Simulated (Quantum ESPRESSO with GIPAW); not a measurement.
# ZnS: how strain moves the 67Zn line

The database entry behind the starting cell differs from later determinations by our own check (about 0.1 % short), so it need not match the best structure at ambient conditions.

GIPAW runs (PBEsol, plane-wave PAW from pslibrary 1.0.0 recipes, cutoffs 55 and 330 Ry, one 9×9×9 mesh for all shielding runs; Quantum ESPRESSO with GIPAW, a patched development version; no spin-orbit coupling, no macroscopic shape term) on ZnS, space group F-43m before straining. The cell below is strained equally along all axes, and the atoms keep their fractional coordinates.

```
Zn S
1.0
     0.00000    2.70200    2.70200
     2.70200    0.00000    2.70200
     2.70200    2.70200    0.00000
Zn S
1 1
Direct
  0.25000 0.25000 0.25000
  0.00000 0.00000 0.00000
```

The cell is an entry of the Crystallography Open Database; it need not be the form that is stable at ambient conditions.

The bonds are those of Zn (atom 1; ZnS4). One row is withheld.

```csv
strain (%),mean bond (Å),σ_iso Zn (ppm),σ_iso S (ppm)
-2,2.2932,1116.44,615.61
-1.5,2.3049,1141.07,606.15
-1,2.3166,?,?
0,2.3400,1212.84,576.85
+0.5,2.3517,1236.04,566.70
+1,2.3634,1258.87,556.33
+2,2.3868,1303.43,534.72
```

**Task.** Fit σ_iso of Zn against strain, judge whether a straight line is enough, and predict the withheld row at -1 %.

1. With n = 6: Σx = 0.000, Σy = 7268.69, Σx² = 11.5000, Σxy = 539.265.

2. Slope b = (nΣxy − ΣxΣy)/(nΣx² − (Σx)²) = 46.89 ppm per %, intercept a = (Σy − bΣx)/n = 1211.45 ppm.

3. Residuals (run less line), in the order of the table: -1.22, -0.04, +1.39, +1.15, +0.53, -1.80 ppm. They bend in one sense; the largest is 1.0 % of the range of σ, so a line serves for most purposes and a parabola takes up the rest: σ = 1212.84 + 46.750 x − 0.727 x², with residuals of 0.01 ppm or less.

4. At -1 % (inside the fitted range) the line gives 1164.56 ppm and the parabola 1165.36 ppm.

5. The run gives:

```csv
strain (%),mean bond (Å),σ_iso Zn (ppm),σ_iso S (ppm)
-1,2.3166,1165.36,596.55
```

Prediction less run: the line misses by -0.80 ppm, the parabola hits it to the digits shown. By the parabola, a strain of +1 % changes σ of Zn by +46.02 ppm and one of −1 % by -47.48 ppm; the mean slope is +46.89 ppm per %, or 20 ppm for 0.01 Å of mean bond length. The shift moves the opposite way, scaled by the slope of a reference line. Over the table σ of S goes from 615.61 to 534.72 ppm. Zero strain is the database's lattice, not this functional's rest cell, and neither cutoff nor mesh was tested for the slopes. The omitted shape term, common to all sites, changes with strain too. This build of gipaw.x prints that it is not audited and that its numbers are no references by themselves.

[Banner, clock, file and message-heading lines were taken out of the pw.x and gipaw.x logs.]

[Logs are printed without paths, hosts, clocks, repeated set-up lines and the standing remarks that a program may print on its own settings, such as how far it seeks lower states.]

[Hosts, paths, dates, database ids (printed as entryN), source tags and the programs' standing remarks are cut or masked in the printed files.]
